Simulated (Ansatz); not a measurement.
# MgPbS3 (model cell, started as cubic perovskite with Pb in the octahedra): following an unstable mode, part 2 of 3

Which phase does MgPbS3 (model cell, started as cubic perovskite with Pb in the octahedra) fall into along its unstable mode, and how much energy does it gain?

Ansatz 0.2.0; DFT PBEsol, scalar-relativistic, plane waves, PAW; PAW set soft_1.

So far, highest frequency on the path or at a solved wavevector (cm⁻¹): step 2 (the dispersion) 374. Also lowest frequency on the path (cm⁻¹): step 2 -204.

The structure was built from a prototype and need not be the compound's stable phase.

**5. Energy along the mode, all amplitudes (two of the runs are shown above)**

An imaginary frequency means negative curvature, so the energy should fall and then rise again as anharmonic terms take over.

This step gave:

```yaml
depth_at_the_lowest_point_sampled: 166.7 meV/atom
largest_atomic_shift_at_that_point: 0.6 Å
```

The energy from the parent by largest atomic shift:

```csv
largest atomic shift (Å),energy from the parent (meV/atom)
0.000,0
0.040,-1.25
0.080,-4.99
0.140,-15.2
0.220,-36.4
0.320,-72.4
0.450,-125
0.600,-167
```

Displacement at unit largest shift by atom:

```csv
atom,x (Å),y (Å),z (Å),size
Mg1,0.000,-0.707,-0.707,1.000
Mg2,0.000,0.707,0.707,1.000
Pb3,0.000,-0.026,-0.026,0.037
Pb4,0.000,0.026,0.026,0.037
S5,0.000,0.000,0.000,0.000
S6,0.000,0.000,0.000,0.000
S7,0.000,0.000,0.000,0.000
S8,0.000,0.000,0.000,0.000
S9,0.000,0.674,0.674,0.953
S10,0.000,-0.674,-0.674,0.953
```

The lowest of the steps tried is the last one, at 0.6 Å, 167 meV/atom below the parent; the bottom of the well need not coincide with a step.

**6. Relaxation from the frozen mode**

Starting from the lowest point found, all atoms and the cell are let go, so that strain and other modes of the same symmetry can join in.

Input file input.yaml:

```yaml
crystal:
  lattice:
    - [-5.0694638885, 0.0, 0.0]
    - [0.0, -5.0694638885, -5.0694638885]
    - [0.0, -5.0694638885, 5.0694638885]
  atoms:
    - { symbol: Mg, position: [1.0, 0.5836901254, 0.5] }
    - { symbol: Mg, position: [1.0, -0.0836901254, 0.0] }
    - { symbol: Pb, position: [0.5, 0.003057311, 0.5] }
    - { symbol: Pb, position: [0.5, 0.496942689, 0.0] }
    - { symbol: S, position: [0.5, 0.25, 0.25] }
    - { symbol: S, position: [0.5, 0.75, 0.75] }
    - { symbol: S, position: [0.5, 0.75, 0.25] }
    - { symbol: S, position: [0.5, 0.25, 0.75] }
    - { symbol: S, position: [1.0, -0.07977082, 0.5] }
    - { symbol: S, position: [1.0, 0.57977082, 0.0] }
kpoints:
  mp_grid: { grid: [8, 6, 6] }
hamiltonian:
  xc: pbesol
  pseudopotentials: { kind: paw, azcp: { folder: soft_1 }, xc_functional: pbe }
scf:
  occupations: { method: methfessel_paxton, width: 0.2 }
output:
  forces: true
  stress: true
  eigenvalues: true
relax:
  adjacent_minimum: "off"
  f_tol: 0.002
  max_steps: 120
  cell: { stress_tol: 0.03 }
```

Started as:

```bash
$ ansatz run input.yaml --threads 8 --pin off --max-ram 16384MiB --backend cpu --events-out ev --progress --plain --runs-dir out
```

Numbers of over 12 decimals in the logs are rounded to 6 here.

The program printed:

```text
[...]
Crystal: 10 atoms, lattice volume = 260.565 Å³
Basis set: ecut = 420 eV, 5061 PW (Γ), exchange–correlation on 72×96×96 points (8 copies of the dense FFT grid, shifted against one another)
Bands: 52, of which v1, the nominal top of the filled ones, is band 42 counted from 1 (41 counted from 0)
Symmetry: 8 space group operations
[...]
k-points: 80 of 288
[...]
SCF iter   1: F=—  HF=-32648.534082 eV  |F-HF|=—  |Δ(HF+E_count)|=         —  Δρ=3.80e-2  dr2=6.20e0  ethr=3.10e-3  ⟨swp⟩=10.6  Hψ=22236  notcnv=0
[...]
SCF iter   9: F=-32646.923770 eV  HF=-32646.923770 eV  |F-HF|=2.06e-8  |Δ(HF+E_count)|=   9.09e-8  S|Δr|=    0.00e0  Δρ=2.58e-6  dr2=3.41e-8  ethr=1.19e-10  ⟨swp⟩=17.4  Hψ=24991  notcnv=0
SCF 1 converged in 9 iterations: F = -32646.923770 eV  dr2 = 3.41e-8
[...]
relax step   1: F+E_penalty+E_count = -32646.92377042 eV  Δ(F+E_penalty+E_count) = +0.000e0 eV  max|allowed force component| = 2.834e-1 eV/Å  Δτ_max = 0.0000 Å  P = +1.676 GPa  Ω = 260.565 Å³  (9 SCF iters, dr2 threshold 1.00e-7 eV, accepted)
Crystal: 10 atoms, lattice volume = 272.701 Å³
Basis set: ecut = 420 eV, 5319 PW (Γ), exchange–correlation on 72×96×96 points (8 copies of the dense FFT grid, shifted against one another)
[...]
SCF iter   7: F=-32647.201172 eV  HF=-32647.201172 eV  |F-HF|=2.55e-7  |Δ(HF+E_count)|=   3.86e-7  S|Δr|=    0.00e0  Δρ=7.36e-6  dr2=3.60e-7  ethr=1.19e-9  ⟨swp⟩=11.6  Hψ=21768  notcnv=0
SCF 2 converged in 7 iterations: F = -32647.201172 eV  dr2 = 3.60e-7
relax step   2: F+E_penalty+E_count = -32647.20117181 eV  Δ(F+E_penalty+E_count) = -2.774e-1 eV  max|allowed force component| = 2.117e-1 eV/Å  Δτ_max = 0.1949 Å  P = -0.160 GPa  Ω = 272.701 Å³  energy of the carried Pulay correction = -1.367e-3 eV  (7 SCF iters, dr2 threshold 1.00e-6 eV, accepted)
Crystal: 10 atoms, lattice volume = 274.569 Å³
Basis set: ecut = 420 eV, 5391 PW (Γ), exchange–correlation on 72×96×96 points (8 copies of the dense FFT grid, shifted against one another)
[...]
SCF iter   8: F=-32647.431352 eV  HF=-32647.431352 eV  |F-HF|=5.64e-8  |Δ(HF+E_count)|=   4.28e-7  S|Δr|=    0.00e0  Δρ=3.93e-6  dr2=9.20e-8  ethr=1.19e-9  ⟨swp⟩=13.2  Hψ=21903  notcnv=0
SCF 3 converged in 8 iterations: F = -32647.431352 eV  dr2 = 9.20e-8
relax step   3: F+E_penalty+E_count = -32647.43135176 eV  Δ(F+E_penalty+E_count) = -2.302e-1 eV  max|allowed force component| = 1.913e-1 eV/Å  Δτ_max = 0.1952 Å  P = +0.173 GPa  Ω = 274.569 Å³  energy of the carried Pulay correction = -1.572e-3 eV  (8 SCF iters, dr2 threshold 1.00e-6 eV, accepted)
[... from here on, the SCF cycles and remarks between the steps are left out ...]
relax step   4: F+E_penalty+E_count = -32647.77426582 eV  Δ(F+E_penalty+E_count) = -3.429e-1 eV  max|allowed force component| = 5.479e-2 eV/Å  Δτ_max = 0.1997 Å  P = +0.140 GPa  Ω = 275.789 Å³  energy of the carried Pulay correction = -1.705e-3 eV  (7 SCF iters, dr2 threshold 1.00e-6 eV, accepted)
relax step   5: F+E_penalty+E_count = -32648.11053909 eV  Δ(F+E_penalty+E_count) = -3.363e-1 eV  max|allowed force component| = 1.472e-1 eV/Å  Δτ_max = 0.1179 Å  P = +0.333 GPa  Ω = 274.348 Å³  energy of the carried Pulay correction = -1.548e-3 eV  (6 SCF iters, dr2 threshold 1.00e-6 eV, accepted)
relax step   6: F+E_penalty+E_count = -32648.57886767 eV  Δ(F+E_penalty+E_count) = -4.683e-1 eV  max|allowed force component| = 1.323e-1 eV/Å  Δτ_max = 0.0934 Å  P = +0.547 GPa  Ω = 270.561 Å³  energy of the carried Pulay correction = -1.130e-3 eV  (8 SCF iters, dr2 threshold 1.00e-6 eV, accepted)
relax step   7: F+E_penalty+E_count = -32649.17767321 eV  Δ(F+E_penalty+E_count) = -5.988e-1 eV  max|allowed force component| = 3.536e-1 eV/Å  Δτ_max = 0.0698 Å  P = +0.683 GPa  Ω = 266.071 Å³  energy of the carried Pulay correction = -6.280e-4 eV  (9 SCF iters, dr2 threshold 1.00e-6 eV, accepted)
relax step   8: F+E_penalty+E_count = -32649.80174432 eV  Δ(F+E_penalty+E_count) = -6.241e-1 eV  max|allowed force component| = 1.781e-1 eV/Å  Δτ_max = 0.0409 Å  P = +1.049 GPa  Ω = 259.764 Å³  energy of the carried Pulay correction = +9.247e-5 eV  (7 SCF iters, dr2 threshold 1.00e-6 eV, accepted)
relax step   9: F+E_penalty+E_count = -32650.49930936 eV  Δ(F+E_penalty+E_count) = -6.976e-1 eV  max|allowed force component| = 3.689e-1 eV/Å  Δτ_max = 0.0568 Å  P = +2.283 GPa  Ω = 253.485 Å³  energy of the carried Pulay correction = +8.272e-4 eV  (7 SCF iters, dr2 threshold 1.00e-6 eV, accepted)
relax step  10: F+E_penalty+E_count = -32650.48579950 eV  Δ(F+E_penalty+E_count) = +1.351e-2 eV  max|allowed force component| = 1.584e-1 eV/Å  Δτ_max = 0.0576 Å  P = +3.284 GPa  Ω = 251.521 Å³  energy of the carried Pulay correction = +1.061e-3 eV  (9 SCF iters, dr2 threshold 1.00e-6 eV, rejected (line search))
relax step  11: F+E_penalty+E_count = -32650.71706905 eV  Δ(F+E_penalty+E_count) = -2.178e-1 eV  max|allowed force component| = 4.740e-2 eV/Å  Δτ_max = 0.0292 Å  P = +0.743 GPa  Ω = 259.280 Å³  energy of the carried Pulay correction = +1.485e-4 eV  (11 SCF iters, accepted)
relax step  12: F+E_penalty+E_count = -32650.75039952 eV  Δ(F+E_penalty+E_count) = -3.333e-2 eV  max|allowed force component| = 1.337e-1 eV/Å  Δτ_max = 0.0248 Å  P = -0.129 GPa  Ω = 264.415 Å³  energy of the carried Pulay correction = -4.405e-4 eV  (6 SCF iters, dr2 threshold 1.00e-6 eV, accepted)
relax step  13: F+E_penalty+E_count = -32650.48949498 eV  Δ(F+E_penalty+E_count) = +2.609e-1 eV  max|allowed force component| = 7.570e-1 eV/Å  Δτ_max = 0.0761 Å  P = +1.419 GPa  Ω = 256.587 Å³  energy of the carried Pulay correction = +4.621e-4 eV  (7 SCF iters, dr2 threshold 1.00e-6 eV, rejected (line search))
relax step  14: F+E_penalty+E_count = -32650.76213485 eV  Δ(F+E_penalty+E_count) = -1.174e-2 eV  max|allowed force component| = 4.260e-2 eV/Å  Δτ_max = 0.0381 Å  P = -0.057 GPa  Ω = 262.949 Å³  energy of the carried Pulay correction = -2.735e-4 eV  (11 SCF iters, accepted)
relax step  15: F+E_penalty+E_count = -32650.76563511 eV  Δ(F+E_penalty+E_count) = -3.500e-3 eV  max|allowed force component| = 5.938e-3 eV/Å  Δτ_max = 0.0110 Å  P = -0.004 GPa  Ω = 263.281 Å³  energy of the carried Pulay correction = -3.115e-4 eV  (5 SCF iters, dr2 threshold 3.14e-7 eV, accepted)
relax step  16: F+E_penalty+E_count = -32650.76568231 eV  Δ(F+E_penalty+E_count) = -4.720e-5 eV  max|allowed force component| = 2.946e-4 eV/Å  Δτ_max = 0.0013 Å  P = +0.014 GPa  Ω = 263.320 Å³  energy of the carried Pulay correction = -3.159e-4 eV  (6 SCF iters, dr2 threshold 5.26e-9 eV, accepted)
relax step  17: F+E_penalty+E_count = -32651.38180460 eV  Δ(F+E_penalty+E_count) = -6.161e-1 eV  max|allowed force component| = 7.281e-3 eV/Å  Δτ_max = 0.0000 Å  P = +2.383 GPa  Ω = 263.320 Å³  stress off target by 6.23e0 GPa  SCF on the basis re-selected at this cell (its energy is not comparable with the rows above)  (10 SCF iters)
relax step  18: F+E_penalty+E_count = -32651.63582451 eV  Δ(F+E_penalty+E_count) = -2.540e-1 eV  max|allowed force component| = 2.661e-2 eV/Å  Δτ_max = 0.0248 Å  P = +1.413 GPa  Ω = 268.971 Å³  energy of the carried Pulay correction = -7.149e-4 eV  (7 SCF iters, dr2 threshold 1.00e-6 eV, accepted)
relax step  19: F+E_penalty+E_count = -32651.71844909 eV  Δ(F+E_penalty+E_count) = -8.262e-2 eV  max|allowed force component| = 6.345e-2 eV/Å  Δτ_max = 0.0370 Å  P = -0.191 GPa  Ω = 278.392 Å³  energy of the carried Pulay correction = -1.860e-3 eV  (6 SCF iters, dr2 threshold 1.00e-6 eV, accepted)
relax step  20: F+E_penalty+E_count = -32651.72571004 eV  Δ(F+E_penalty+E_count) = -7.261e-3 eV  max|allowed force component| = 2.096e-2 eV/Å  Δτ_max = 0.0111 Å  P = -0.040 GPa  Ω = 276.435 Å³  energy of the carried Pulay correction = -1.620e-3 eV  (5 SCF iters, dr2 threshold 6.03e-7 eV, accepted)
relax step  21: F+E_penalty+E_count = -32651.72598738 eV  Δ(F+E_penalty+E_count) = -2.773e-4 eV  max|allowed force component| = 1.692e-3 eV/Å  Δτ_max = 0.0032 Å  P = +0.007 GPa  Ω = 275.962 Å³  energy of the carried Pulay correction = -1.563e-3 eV  (6 SCF iters, dr2 threshold 2.75e-8 eV, accepted)
relax step  22: F+E_penalty+E_count = -32651.72820315 eV  Δ(F+E_penalty+E_count) = -2.216e-3 eV  max|allowed force component| = 1.683e-3 eV/Å  Δτ_max = 0.0000 Å  P = +0.012 GPa  Ω = 275.962 Å³  stress off target by 3.31e-2 GPa  SCF on the basis re-selected at this cell (its energy is not comparable with the rows above)  (8 SCF iters)
relax step  23: F+E_penalty+E_count = -32651.72820566 eV  Δ(F+E_penalty+E_count) = -2.505e-6 eV  max|allowed force component| = 7.785e-4 eV/Å  Δτ_max = 0.0005 Å  P = +0.001 GPa  Ω = 276.037 Å³  energy of the carried Pulay correction = -8.963e-6 eV  (5 SCF iters, dr2 threshold 2.74e-9 eV, accepted)
[...]
SCF iter   5: F=-32651.728214 eV  HF=-32651.728214 eV  |F-HF|=1.96e-9  |Δ(HF+E_count)|=   1.40e-8  S|Δr|=    0.00e0  Δρ=1.39e-7  dr2=3.41e-11  ethr=1.00e-12  ⟨swp⟩=8.1  Hψ=21456  notcnv=0
SCF 24 converged in 5 iterations: F = -32651.728214 eV  dr2 = 3.41e-11
relax step  24: F+E_penalty+E_count = -32651.72821436 eV  Δ(F+E_penalty+E_count) = -8.703e-6 eV  max|allowed force component| = 7.696e-4 eV/Å  Δτ_max = 0.0000 Å  P = +0.001 GPa  Ω = 276.037 Å³  stress off target by 3.76e-3 GPa  SCF on the basis re-selected at this cell (its energy is not comparable with the rows above)  (5 SCF iters)
[...]
SCF converged after 5 iterations
[...]
Free energy (F): -32651.728214 eV
[...]
Internal energy: -32651.718439 eV  (E = F + TS)
E sigma→0 (E₀):  -32651.725771 eV
Entropy (-TS):   -0.009775 eV (-0.977 meV/atom)
Fermi energy:    4.859422 eV
[...]
--- Forces (eV/Å), atoms counted from 1 ---
  atom   1  Mg    -0.00000000     0.00072024     0.00072024
  atom   2  Mg     0.00000000    -0.00072024    -0.00072024
  atom   3  Pb    -0.00000000     0.00051554     0.00051554
  atom   4  Pb     0.00000000    -0.00051554    -0.00051554
  atom   5  S      0.00000000     0.00000000     0.00000000
  atom   6  S     -0.00000000     0.00000000     0.00000000
  atom   7  S      0.00000000     0.00000000     0.00000000
  atom   8  S      0.00000000     0.00000000     0.00000000
  atom   9  S     -0.00000000     0.00076964     0.00076964
  atom  10  S      0.00000000    -0.00076964    -0.00076964
  max |Σ_I F_I| component: 2.17e-19 eV/Å
--- Stress (GPa, compression-positive) ---
       -0.001609      -0.000000       0.000000
       -0.000000       0.002233       0.001524
        0.000000       0.001524       0.002233
  P = ⅓ Tr σ = 0.0010 GPa (0.010 kbar)
--- Band table (eV; the first three rows and the last of 80) ---
  k-point 0: bands = [... 38 lower, 4.0821, 4.2673, 4.6909, 5.2978, 5.9675, 6.8270, 6.8745, 7.2197, ... 6 higher]
  k-point 1: bands = [... 38 lower, 3.8520, 3.9936, 4.0150, 4.8976, 6.6303, 6.7527, 7.4010, 7.6296, ... 6 higher]
  k-point 2: bands = [... 38 lower, 3.2173, 3.2984, 3.7419, 4.0664, 6.5889, 6.8422, 7.1462, 7.6718, ... 6 higher]
  k-point 79: bands = [... 38 lower, 4.0642, 4.0642, 4.1839, 4.1839, 4.5177, 4.5177, 5.8563, 5.8563, ... 6 higher]
--- Relaxed structure (21 steps of the walk, 19 accepted, 3 SCFs on fresh bases) ---
  F+E_penalty+E_count = -32651.72821436 eV   max|allowed force component| = 7.696e-4 eV/Å   (the final SCF, on the basis selected at the relaxed cell)
  cell:  # Å, volume = 276.0370 Å³
    - [-5.581794, 0, 0]
    - [0, -7.363014, -7.363014]
    - [0, -3.358210, 3.358210]
  atoms:
    - { symbol: Mg, position: [1.0, 0.669990, 0.500000] }
    - { symbol: Mg, position: [1.0, -0.169990, 0.0] }
    - { symbol: Pb, position: [0.5, 0.00439682, 0.5] }
    - { symbol: Pb, position: [0.5, 0.495603, 0.0] }
    - { symbol: S, position: [0.5, 0.25, 0.25] }
    - { symbol: S, position: [0.5, 0.75, 0.750000] }
    - { symbol: S, position: [0.5, 0.75, 0.250000] }
    - { symbol: S, position: [0.5, 0.25, 0.75] }
    - { symbol: S, position: [1.0, -0.086545, 0.5] }
    - { symbol: S, position: [1.0, 0.586545, 0.0] }
```

Run time: 4.4 min. Hardware: 8 threads of Arm Neoverse V1, shared host; peak memory 1.4 GiB; 33 min of CPU time.

Step by step (22 of 24):

```csv
step,energy less that of the first step (eV),largest force component (eV/Å),pressure (GPa),volume (Å³)
1,0.0000,0.2834,1.68,260.57
2,-0.2774,0.2117,-0.16,272.70
3,-0.5076,0.1913,0.17,274.57
4,-0.8505,0.0548,0.14,275.79
5,-1.1868,0.1472,0.33,274.35
6,-1.6551,0.1323,0.55,270.56
8,-2.8780,0.1781,1.05,259.76
9,-3.5755,0.3689,2.28,253.49
10,-3.5620,0.1584,3.28,251.52
11,-3.7933,0.0474,0.74,259.28
12,-3.8266,0.1337,-0.13,264.41
13,-3.5657,0.7570,1.42,256.59
14,-3.8384,0.0426,-0.06,262.95
15,-3.8419,0.0059,0.00,263.28
16,-3.8419,0.0003,0.01,263.32
17*,-4.4580,0.0073,2.38,263.32
19,-4.7947,0.0635,-0.19,278.39
20,-4.8019,0.0210,-0.04,276.44
21,-4.8022,0.0017,0.01,275.96
22*,-4.8044,0.0017,0.01,275.96
23,-4.8044,0.0008,0.00,276.04
24*,-4.8044,0.0008,0.00,276.04
```

Relaxation steps marked * repeat the geometry before them on a plane-wave basis chosen anew for their cell, so energy and pressure can jump there. Other such steps can lie between the rows shown. Relaxation steps 10, 13 were tried and not accepted.

Forces are held to the 8 operations that the run works with; a distortion that breaks them can't arise in this run.

```csv
cell as run,before,after,change
a (Å),5.069,5.582,+10.1 %
b (Å),7.169,10.413,+45.2 %
c (Å),7.169,4.749,-33.8 %
volume (Å³/atom),26.06,27.60,+5.9 %
```

The atoms that moved most (Å, as changes of fractional coordinates times the final cell):

```csv
atom,dx,dy,dz,length
Mg1,0.000,-0.635,-0.635,0.899
Mg2,0.000,0.635,0.635,0.899
S9,0.000,0.050,0.050,0.071
S10,0.000,-0.050,-0.050,0.071
Pb4,0.000,0.010,0.010,0.014
Pb3,0.000,-0.010,-0.010,0.014
```

This step gave:

```
pressure        : 9.52e-4 GPa
volume per atom : 27.60 Å³
```

The distorted start has space group Pmma; the relaxation ends in Pmma.

**7. The new phase in its own primitive cell**

The relaxed structure is symmetrised, reduced to its primitive cell and relaxed tightly, as its phonons need.

input.yaml, the sections that differ from step 6:

```yaml
crystal:
  lattice:
    - [4.7492267737, 0.0, 0.0]
    - [0.0, 5.58179356, 0.0]
    - [0.0, 0.0, 10.4128748389]
  atoms:
    - { symbol: Mg, position: [0.25, 0.0, 0.4199899072] }
    - { symbol: Mg, position: [0.75, 0.0, 0.5800100928] }
    - { symbol: Pb, position: [0.25, 0.5, 0.7543968174] }
    - { symbol: Pb, position: [0.75, 0.5, 0.2456031826] }
    - { symbol: S, position: [0.0, 0.5, 0.0] }
    - { symbol: S, position: [0.5, 0.5, 0.5] }
    - { symbol: S, position: [0.0, 0.5, 0.5] }
    - { symbol: S, position: [0.5, 0.5, 0.0] }
    - { symbol: S, position: [0.25, 0.0, 0.6634552336] }
    - { symbol: S, position: [0.75, 0.0, 0.3365447664] }
kpoints:
  mp_grid: { grid: [8, 6, 4] }
relax:
  adjacent_minimum: "off"
  f_tol: 0.001
  max_steps: 60
  cell: { stress_tol: 0.01 }
# hamiltonian, scf, output: as in step 6
```

The program printed:

```text
[...]
Crystal: 10 atoms, lattice volume = 276.037 Å³
Basis set: ecut = 420 eV, 5407 PW (Γ), exchange–correlation on 64×80×144 points (8 copies of the dense FFT grid, shifted against one another)
Bands: 52, of which v1, the nominal top of the filled ones, is band 42 counted from 1 (41 counted from 0)
Symmetry: 8 space group operations
[...]
k-points: 60 of 192
[...]
atoms:
    - { symbol: Mg, position: [0.25, 0, 0.419725] }
    - { symbol: Mg, position: [0.75, 0, 0.580275] }
    - { symbol: Pb, position: [0.25, 0.5, 0.756025] }
    - { symbol: Pb, position: [0.75, 0.5, 0.243975] }
    - { symbol: S, position: [0, 0.5, 0] }
    - { symbol: S, position: [0.5, 0.5, 0.500000] }
    - { symbol: S, position: [0, 0.5, 0.500000] }
    - { symbol: S, position: [0.5, 0.5, 0] }
    - { symbol: S, position: [0.25, 0, 0.663714] }
    - { symbol: S, position: [0.75, 0, 0.336286] }
[key lines of the parts left out:]
SCF converged after 7 iterations
Free energy (F): -32651.764241 eV
Fermi energy:    5.146933 eV
P = ⅓ Tr σ = 0.0002 GPa (0.002 kbar)
```

Elapsed: 57 s, on 8 threads; peak memory 1.3 GiB.

The steps of the relaxation:

```csv
step,energy less that of the first step (eV),largest force component (eV/Å),pressure (GPa),volume (Å³)
1,0.0000,0.2083,-0.18,276.04
2,0.0010,0.2894,-0.15,276.40
3,-0.0071,0.0244,-0.04,275.46
4,-0.0073,0.0051,0.00,275.17
5,-0.0073,0.0020,0.00,275.17
6,-0.0073,0.0001,0.00,275.16
7*,-0.0072,0.0001,0.00,275.16
```

Relaxation steps marked * repeat the geometry before them on a plane-wave basis chosen anew for their cell, so energy and pressure can jump there. Relaxation step 2 was tried and not accepted.

Forces are held to the 8 operations that the run works with; a distortion that breaks them can't arise in this run.

```csv
"conventional cell, symmetrised",before,after,change
a (Å),4.749,4.724,-0.5 %
b (Å),5.582,5.588,+0.1 %
c (Å),10.413,10.422,+0.1 %
volume (Å³/atom),27.60,27.52,-0.3 %
```

The atoms that moved most (Å, as changes of fractional coordinates times the final cell):

```csv
atom,dx,dy,dz,length
Pb4,0.000,0.000,-0.017,0.017
Pb3,0.000,0.000,0.017,0.017
```

Numbers from this step:

```yaml
pressure: 1.65e-4 GPa
volume_per_atom: 27.52 Å³
```

The largest force component left is 0.088 meV/Å and the pressure is 0.000 GPa, within the tolerances set. The cell now holds 27.52 Å³/atom.

[end of part 2 of 3]

[Logs are printed without paths, hosts, clocks, repeated set-up lines and the standing remarks that a program may print on its own settings, such as how far it seeks lower states.]

[Hosts, paths, dates, database ids (printed as entryN), source tags and the programs' standing remarks are cut or masked in the printed files.]
